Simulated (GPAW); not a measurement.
# STM contrast on C/Mo(110)

Aim: Tersoff-Hamann images of C/Mo(110) at several biases.

Main program and level: GPAW 26.7.0; GPAW, PAW setups; slab in vacuum, relaxation, in the first sound run; inputs show where later runs differ.

Report form: the programs' logs are mostly left out.

## (1) Starting point

The cell holds 5 atoms: 4 Mo and 1 C. Its edges and angles: a = 2.728 Å, b = 2.728 Å, c = 22.358 Å, α = 90.0°, β = 90.0°, γ = 70.5°. Vacuum lies along c.

Structure file:

```
Mo C
1.0
     2.22739   -1.57500    0.00000
     2.22739    1.57500    0.00000
     0.00000    0.00000   22.35828
Mo C
4 1
Direct
  0.00000 0.00000 0.31308
  0.50000 0.50000 0.41271
  0.00000 0.00000 0.51233
  0.50000 0.50000 0.61195
  0.00000 0.00000 0.68692
```

## (2) Relaxing the atoms

The atoms are relaxed first, since the surface dipole, and with it the work function, follows the positions of the outer layers. The lowest 2 atoms are held at bulk positions and keep their forces.

File run.py:

```python
import json
import numpy as np
from ase import Atoms
from ase.constraints import FixAtoms
from ase.optimize import BFGS
from gpaw import GPAW, PW

slab = Atoms(
    ['Mo', 'Mo', 'Mo', 'Mo', 'C'],
    positions=[
        [0.00000, 0.00000, 7.00000],
        [2.22739, -0.00000, 9.22739],
        [0.00000, 0.00000, 11.45477],
        [2.22739, -0.00000, 13.68216],
        [0.00000, 0.00000, 15.35828]],
    cell=[[2.22739, -1.575, 0.0], [2.22739, 1.575, 0.0], [0.0, 0.0, 22.35828]],
    pbc=[True, True, False])

slab.calc = GPAW(mode=PW(500), xc='PBE', kpts={'size': (12, 12, 1), 'gamma': True},
                 occupations={'name': 'fermi-dirac', 'width': 0.1}, nbands='160%',
                 convergence={'density': 1e-05}, maxiter=200,
                 poissonsolver={'dipolelayer': 'xy'},
                 symmetry={'tolerance': 1e-3, 'extra_ids': [1, 1, 0, 0, 0]}, txt='slab.txt')
result = {}
slab.set_constraint(FixAtoms([0, 1]))
path = []
opt = BFGS(slab, maxstep=0.2)
opt.attach(lambda: path.append((slab.get_potential_energy(), slab.positions.tolist(), slab.get_forces().tolist())))
result['relaxed'] = bool(opt.run(fmax=0.03, steps=40))
result['path'] = path
energy = slab.get_potential_energy()
fermi = slab.calc.get_fermi_level()
v = slab.calc.get_electrostatic_potential().mean((0, 1)) - fermi
n = slab.calc.get_pseudo_density().mean((0, 1))
L = slab.cell[2, 2]
z = np.arange(len(v)) * L / len(v)
low, high = slab.positions[:, 2].min(), slab.positions[:, 2].max()
below, above = np.interp([low - 4.8, high + 4.8], z, v)
slopes = [np.interp(x, z, np.gradient(v, z)) for x in (low - 4.8, high + 4.8)]
eps = np.array([[slab.calc.get_eigenvalues(k, s) for k in range(len(slab.calc.get_ibz_k_points()))]
                for s in range(slab.calc.get_number_of_spins())]) - fermi
top, bottom = eps[eps < 0].max(), eps[eps > 0].min()
dipole = slab.get_dipole_moment()[2]
print(f'energy {energy:.4f} eV, Fermi level {fermi:.4f} eV, dipole {dipole:.5f} e A')
print(f'potential 4.8 A off the faces, from the Fermi level: lower {below:.4f} eV, upper {above:.4f} eV')
print(f'slope of the potential there: lower {slopes[0]:.5f}, upper {slopes[1]:.5f} eV/A')
print(f'nearest levels on the mesh: {top:.4f} and {bottom:.4f} eV')
print('magnetic moment', round(slab.get_magnetic_moment(), 3))
result.update(energy=energy, fermi=fermi, dipole=dipole, below=below, above=above, slopes=slopes, edges=[top, bottom],
              z=z.tolist(), v=v.tolist(), n=n.tolist(), positions=slab.positions.tolist(),
              forces=slab.get_forces(apply_constraint=False).tolist(), moments=slab.get_magnetic_moments().tolist())
json.dump(result, open('result.json', 'w'))
```

Command:

```
$ OMP_NUM_THREADS=1 OPENBLAS_NUM_THREADS=1 python run.py
```

The job ended after 55 min (1 thread of Arm Neoverse V1, shared host; peak memory 0.35 GiB).

The steps of the relaxation:

```
step  energy less that of the first step (eV)  largest force (eV/Å)
   1                                   0.0000                2.8729
   2                                  -0.2248                2.7596
   3                                  -0.9228                0.8558
   4                                  -0.9412                0.7491
   5                                  -0.9512                0.3151
   6                                  -0.9553                0.2849
   7                                  -0.9665                0.2310
   8                                  -0.9685                0.2553
   9                                  -0.9739                0.2954
  10                                  -0.9786                0.2731
  11                                  -0.9894                0.1979
  12                                  -0.9918                0.0976
  13                                  -0.9921                0.0129
```

The atoms that moved most (Å):

```
atom     dx     dy      dz  length
  C5  0.000  0.000  -0.441   0.441
 Mo4  0.000  0.000   0.108   0.108
 Mo3  0.000  0.000  -0.010   0.010
```

The relaxed structure:

```
Mo C
1.0
     2.22739   -1.57500    0.00000
     2.22739    1.57500    0.00000
     0.00000    0.00000   22.35828
Mo C
4 1
Direct
  0.00000 0.00000 0.31308
  0.50000 0.50000 0.41271
  0.00000 0.00000 0.51189
  0.50000 0.50000 0.61678
  0.00000 0.00000 0.66720
```

This step gave:

| Quantity | Value |
| --- | --- |
| dipole along the normal | -0.07010 e·Å |
| levels nearest the Fermi level on the mesh | -0.05593, 0.01047 eV from the Fermi level |
| upper work function | 6.399 eV |
| lower work function | 4.588 eV |

The electrostatic potential energy of an electron (without an applied field's), less the Fermi level, planar mean oscillates, so the rows of the table below give means over windows of 1 Å about each position, cut where the curve ends. Its maxima inside the range that stand out by 2 % of the span (Å: eV): 8.1: -2.04, 10.3: -2.15, 12.6: -1.36, 14.5: -12.0. Its minima: 7.0: -28.1, 9.2: -28.6, 11.5: -28.4, 13.8: -28.7, 14.8: -13.9.

Electrostatic potential energy of an electron (without an applied field's), less the Fermi level, planar mean against z; means over each step:

z (Å), electrostatic potential energy of an electron (without an applied field's), less the Fermi level, planar mean (eV) and a bar from the least value:
```
        0        4.9 ############################
        1        4.6 ############################
        2        4.6 ############################
        3        4.6 ############################
        4        4.5 ############################
        5        3.9 ###########################
        6       -2.6 #####################
        7      -22.3 
        8       -5.0 ##################
        9      -20.9 ##
       10       -8.3 ###############
       11      -16.1 #######
       12      -13.2 ##########
       13       -7.7 ###############
       14      -22.3 
       15       -8.9 ##############
       16        4.9 ############################
       17        6.3 ##############################
       18        6.4 ##############################
       19        6.4 ##############################
       20        6.4 ##############################
       21        6.4 ##############################
       22        6.3 ##############################
```

The pseudo valence density, planar mean oscillates, so the rows of the table below give means over windows of 2.24 Å about each position, cut where the curve ends. Its maxima inside the range that stand out by 2 % of the span (Å: e/Å³): 7.1: 1.93, 9.3: 1.91, 11.4: 1.93, 13.8: 2.03. Its minima: 8.2: 0.326, 10.2: 0.331, 12.7: 0.276.

The pseudo valence density, planar mean by z; means over each step:

z (Å), pseudo valence density, planar mean (e/Å³) and a bar:
```
     1.12       0.00 
     3.36       0.00 
     5.60       0.23 #######
     7.84       0.90 #############################
    10.08       0.91 #############################
    12.32       0.83 ###########################
    14.56       0.93 ##############################
    16.80       0.02 #
    19.04       0.00
```

The relaxation lowered the energy of the cell by 0.992 eV (energies extrapolated to zero smearing; the optimiser's log prints free energies). The largest force left on a free atom is 0.013 eV/Å.

## (3) The slab's potential

The work function is the vacuum plateau of the electrostatic potential less the Fermi level; a dipole layer lets the two faces have plateaus of their own.

This step: GPAW, PAW setups; slab in vacuum (GPAW 26.7.0).

run.py: that of step 2 with these lines changed.

```diff
@@ -3,4 +3,3 @@
 from ase import Atoms
-from ase.constraints import FixAtoms
-from ase.optimize import BFGS
+from ase.dft.stm import STM
 from gpaw import GPAW, PW
@@ -12,5 +11,5 @@
         [2.22739, -0.00000, 9.22739],
-        [0.00000, 0.00000, 11.45477],
-        [2.22739, -0.00000, 13.68216],
-        [0.00000, 0.00000, 15.35828]],
+        [0.00000, 0.00000, 11.44503],
+        [2.22739, -0.00000, 13.79014],
+        [0.00000, -0.00000, 14.91751]],
     cell=[[2.22739, -1.575, 0.0], [2.22739, 1.575, 0.0], [0.0, 0.0, 22.35828]],
@@ -22,10 +21,4 @@
                  poissonsolver={'dipolelayer': 'xy'},
-                 symmetry={'tolerance': 1e-3, 'extra_ids': [1, 1, 0, 0, 0]}, txt='slab.txt')
+                 symmetry={'tolerance': 1e-3}, txt='slab.txt')
 result = {}
-slab.set_constraint(FixAtoms([0, 1]))
-path = []
-opt = BFGS(slab, maxstep=0.2)
-opt.attach(lambda: path.append((slab.get_potential_energy(), slab.positions.tolist(), slab.get_forces().tolist())))
-result['relaxed'] = bool(opt.run(fmax=0.03, steps=40))
-result['path'] = path
 energy = slab.get_potential_energy()
@@ -51,2 +44,16 @@
               forces=slab.get_forces(apply_constraint=False).tolist(), moments=slab.get_magnetic_moments().tolist())
+
+# Images need the states of the whole zone, up to time reversal
+slab.calc = slab.calc.fixed_density(symmetry={'point_group': False}, txt='states.txt', nbands='250%',
+                                    convergence={'bands': 'CBM+1.8'})
+stm = STM(slab)
+result['stm'] = []
+for bias in [-2.0, -1.0, 1.5]:
+    height = high + 4.0
+    current = stm.get_averaged_current(bias, height)
+    x, y, h = stm.scan(bias, current)
+    i, f = divmod(height / L * stm.ldos.shape[2], 1)
+    I = abs((1 - f) * stm.ldos[:, :, int(i)] + f * stm.ldos[:, :, int(i) + 1])
+    print(f'bias {bias} V: mean current at 4.0 A {current:.4e}, corrugation {np.ptp(h):.4f} A')
+    result['stm'].append(dict(bias=bias, current=current, h=(h - high).tolist(), I=I.tolist()))
 json.dump(result, open('result.json', 'w'))
```

Elapsed: 11 min, on 1 thread; peak memory 0.82 GiB.

This step gave:

| Property | Result |
| --- | --- |
| dipole along the normal | -0.07009 e·Å |
| levels nearest the Fermi level on the mesh | -0.05599, 0.01050 eV from the Fermi level |
| corrugation -2 | 0.2117 Å |
| corrugation -1 | 0.2398 Å |
| corrugation 1.5 | 0.1067 Å |

The electrostatic potential energy of an electron (without an applied field's), less the Fermi level, planar mean oscillates, so the rows of the table below give means over windows of 1 Å about each position, cut where the curve ends. Its maxima inside the range that stand out by 2 % of the span (Å: eV): 8.1: -2.04, 10.3: -2.15, 12.6: -1.36, 14.5: -12.0. Its minima: 7.0: -28.1, 9.2: -28.6, 11.5: -28.4, 13.8: -28.7, 14.8: -13.9.

Electrostatic potential energy of an electron (without an applied field's), less the Fermi level, planar mean against z; means over each step:

z (Å), electrostatic potential energy of an electron (without an applied field's), less the Fermi level, planar mean (eV) and a bar from the least value:
```
        0        4.9 ############################
        1        4.6 ############################
        2        4.6 ############################
        3        4.6 ############################
        4        4.5 ############################
        5        3.9 ###########################
        6       -2.6 #####################
        7      -22.3 
        8       -5.0 ##################
        9      -20.9 ##
       10       -8.3 ###############
       11      -16.1 #######
       12      -13.2 ##########
       13       -7.7 ###############
       14      -22.3 
       15       -8.9 ##############
       16        4.9 ############################
       17        6.3 ##############################
       18        6.4 ##############################
       19        6.4 ##############################
       20        6.4 ##############################
       21        6.4 ##############################
       22        6.3 ##############################
```

The pseudo valence density, planar mean oscillates, so the rows of the table below give means over windows of 2.24 Å about each position, cut where the curve ends. Its maxima inside the range that stand out by 2 % of the span (Å: e/Å³): 7.1: 1.93, 9.3: 1.91, 11.4: 1.93, 13.8: 2.03. Its minima: 8.2: 0.326, 10.2: 0.331, 12.7: 0.276.

Table of pseudo valence density, planar mean by z; means over each step:

```
z (Å)  pseudo valence density, planar mean (e/Å³)
 1.12                                      4.2e-6
 3.36                                      9.7e-4
 5.60                                       0.228
 7.84                                       0.900
10.08                                       0.905
12.32                                       0.829
14.56                                       0.930
16.80                                      0.0235
19.04                                      1.4e-5
```

Tip height over the top atom over a1 and a2. Sample bias -2 V, constant current at the mean current 4.0 Å over the top atom.

Values in Å, 15 rows by 15 columns:
```
4.08 4.08 4.07 4.05 4.03 4.01 4.00 3.99 3.99 4.00 4.01 4.03 4.05 4.07 4.08
4.07 4.07 4.06 4.05 4.03 4.01 3.99 3.98 3.98 3.98 4.00 4.02 4.04 4.06 4.07
4.05 4.05 4.05 4.04 4.02 4.00 3.98 3.96 3.96 3.97 3.98 4.00 4.02 4.04 4.05
4.03 4.03 4.03 4.02 4.00 3.97 3.95 3.94 3.94 3.95 3.96 3.98 4.00 4.02 4.03
4.01 4.01 4.01 4.00 3.97 3.93 3.90 3.90 3.92 3.93 3.95 3.96 3.98 4.00 4.01
4.00 4.00 3.99 3.98 3.95 3.90 3.89 3.88 3.90 3.92 3.93 3.95 3.97 3.98 4.00
4.00 3.99 3.98 3.96 3.94 3.90 3.88 3.88 3.88 3.90 3.92 3.94 3.96 3.98 3.99
4.00 3.99 3.98 3.96 3.94 3.92 3.90 3.88 3.88 3.88 3.90 3.94 3.96 3.98 3.99
4.00 4.00 3.98 3.97 3.95 3.93 3.92 3.90 3.88 3.89 3.90 3.95 3.98 3.99 4.00
4.01 4.01 4.00 3.98 3.96 3.95 3.93 3.92 3.90 3.90 3.93 3.97 4.00 4.01 4.01
4.03 4.03 4.02 4.00 3.98 3.96 3.95 3.94 3.94 3.95 3.97 4.00 4.02 4.03 4.03
4.05 4.05 4.04 4.02 4.00 3.98 3.97 3.96 3.96 3.98 4.00 4.02 4.04 4.05 4.05
4.07 4.07 4.06 4.04 4.02 4.00 3.98 3.98 3.98 3.99 4.01 4.03 4.05 4.06 4.07
4.08 4.08 4.07 4.05 4.03 4.01 4.00 3.99 3.99 4.00 4.01 4.03 4.05 4.07 4.08
4.09 4.08 4.07 4.05 4.03 4.01 4.00 4.00 4.00 4.00 4.01 4.03 4.05 4.07 4.08
```
Columns: a1 from 0 to 0.933; rows upwards: a2 from 0 to 0.933.

Local density of states summed over the bias window over a1 and a2. Sample bias -2 V, constant height 4.0 Å over the top atom.

Ten even steps from '_' (0.93 × 1e-6 arbitrary) to '@' (1.77 × 1e-6 arbitrary):
```
@@@@%%**++============++##%%@@
%%%%##**++====------==++**##%%
##******++==--::::----==++**##
++++++++==--::....::::--==++++
++======--............::--====
======--::..______....::----==
====--::....________....::--==
====--::....________....::--==
====----::....______..::--====
++====--::............--======
++++++==--::::....::--==++++++
####**++==----::::--==++******
%%%%##**++==------====++**##%%
@@@@%%##++============++**%%@@
@@@@%%##++++========++++##%%@@
```
Columns: a1 from 0 to 0.933; rows upwards: a2 from 0 to 0.933.

Tip height over the top atom over a1 and a2. Sample bias -1 V, constant current at the mean current 4.0 Å over the top atom.

Ten even steps from '0' (3.86 Å) to '9' (4.10 Å):
```
998876655567899
988776555566789
887765444456778
777654323345667
666542111234566
665431000123455
555421000013455
555431000012455
655432100013456
666543211124566
776654332345677
887765444456778
998766555567788
999876555667889
999876655667899
```
Columns: a1 from 0 to 0.933; rows upwards: a2 from 0 to 0.933.

Local density of states summed over the bias window over a1 and a2. Sample bias -1 V, constant height 4.0 Å over the top atom.

Ten even steps from '_' (0.78 × 1e-6 arbitrary) to '@' (1.59 × 1e-6 arbitrary):
```
@@@@%%**++++==========++##%%@@
%%%%##**++====------==++**##%%
##******++==----------==++**##
++++++++==--::::::::::--==++++
++++====--::........::::--====
======--::..________..::----==
====----::..________..::----==
====----::..________..::----==
====----::..________..::--====
++====--::::........::--====++
++++++==--::::::::::--==++++++
####**++==----------==++******
%%%%##**++==------====++**##%%
@@@@%%##++==========++++**%%@@
@@@@%%##++++========++++##%%@@
```
Columns: a1 from 0 to 0.933; rows upwards: a2 from 0 to 0.933.

Tip height over the top atom over a1 and a2. Sample bias 1.5 V, constant current at the mean current 4.0 Å over the top atom.

Ten even steps from '_' (3.95 Å) to '@' (4.06 Å):
```
@@@@%%##**++==------==++##%%@@
%%%%####**==----------++**##%%
######**++==--::::::--==++**##
******++==--::....::::--==++++
++++====--::........::::----==
====----::..________..::::----
------::....________....::----
------::....________....::----
==----::::..________..::----==
++==----::::........::--====++
**++++==--::::....::--==++****
####**++==--::::::--==++**####
%%%%##**++----------==**####%%
@@@@%%##++==------==++**##%%@@
@@@@%%##**++==----==++**##%%@@
```
Columns: a1 from 0 to 0.933; rows upwards: a2 from 0 to 0.933.

Local density of states summed over the bias window over a1 and a2. Sample bias 1.5 V, constant height 4.0 Å over the top atom.

Ten even steps from '_' (1.05 × 1e-6 arbitrary) to '@' (1.41 × 1e-6 arbitrary):
```
@@%%%%##++==----------==**##%%
%%%%##**++==--::::::--==++**##
####****==--::::::::::--==++**
++++++==--::..........::--====
======--::....____......::----
------::....________....::::--
----::::..____________..::::--
----::::..____________..::::--
----::::....________....::----
==----::......____....::--====
++====--::..........::--==++++
##**++==--::::::::::--==****##
%%##**++==--::::::--==++**##%%
@@%%##**==----------==++##%%%%
@@@@%%##++==--------==++##%%@@
```
Columns: a1 from 0 to 0.933; rows upwards: a2 from 0 to 0.933.

Force by atom:

```
atom  x (eV/Å)  y (eV/Å)  z (eV/Å)   size
 Mo1     0.000     0.000     0.633  0.633
 Mo2     0.000     0.000    -0.640  0.640
 Mo3     0.000     0.000     0.001  0.001
 Mo4     0.000     0.000    -0.007  0.007
  C5     0.000     0.000     0.012  0.012
```

The potential is flat to 0.002 eV/Å where it is read, so the vacuum is wide enough.

## (4) A changed run

One more run, with changed settings.

run.py: that of step 3 with these lines changed.

```diff
@@ -3,3 +3,2 @@
 from ase import Atoms
-from ase.dft.stm import STM
 from gpaw import GPAW, PW
@@ -19,3 +18,3 @@
                  occupations={'name': 'fermi-dirac', 'width': 0.1}, nbands='160%',
-                 convergence={'density': 1e-05}, maxiter=200,
+                 convergence={'density': 1e-05}, maxiter=6,
                  poissonsolver={'dipolelayer': 'xy'},
@@ -44,16 +43,2 @@
               forces=slab.get_forces(apply_constraint=False).tolist(), moments=slab.get_magnetic_moments().tolist())
-
-# Images need the states of the whole zone, up to time reversal
-slab.calc = slab.calc.fixed_density(symmetry={'point_group': False}, txt='states.txt', nbands='250%',
-                                    convergence={'bands': 'CBM+1.8'})
-stm = STM(slab)
-result['stm'] = []
-for bias in [-2.0, -1.0, 1.5]:
-    height = high + 4.0
-    current = stm.get_averaged_current(bias, height)
-    x, y, h = stm.scan(bias, current)
-    i, f = divmod(height / L * stm.ldos.shape[2], 1)
-    I = abs((1 - f) * stm.ldos[:, :, int(i)] + f * stm.ldos[:, :, int(i) + 1])
-    print(f'bias {bias} V: mean current at 4.0 A {current:.4e}, corrugation {np.ptp(h):.4f} A')
-    result['stm'].append(dict(bias=bias, current=current, h=(h - high).tolist(), I=I.tolist()))
 json.dump(result, open('result.json', 'w'))
```

Elapsed: 84 s, on 1 thread; peak memory 0.34 GiB.

The fault put into the input: too few SCF iterations (maxiter = 6).

## (5) Results

```json
{"work function, upper and lower face": "6.399 and 4.588 eV", "dipole along the normal": "-0.0701 e Å", "corrugation at -2 V": "0.212 Å", "corrugation at -1 V": "0.240 Å", "corrugation at 1.5 V": "0.107 Å"}
```

What this shows: The corrugation at constant current is largest at -1 V, where the tip height varies by 0.24 Å over the cell. Negative sample bias images filled states, positive bias empty ones. The two faces differ by 1.8 eV, the step that the slab's dipole makes (e p/(ε0 A) gives 1.8 eV), so the dipole layer is needed. The images are of Tersoff-Hamann type: an s-wave tip, no tip-sample forces, heights closer than in a microscope. The cell of 7.02 Å² holds one C, started on one chosen site; other sites and coverages weren't tried. The in-plane lattice was kept as typed, which isn't the functional's own and leaves some strain; spin-orbit coupling and temperature are left out.

[Logs are printed without paths, hosts, clocks, repeated set-up lines and the standing remarks that a program may print on its own settings, such as how far it seeks lower states.]

[Hosts, paths, dates, database ids (printed as entryN), source tags and the programs' standing remarks are cut or masked in the printed files.]
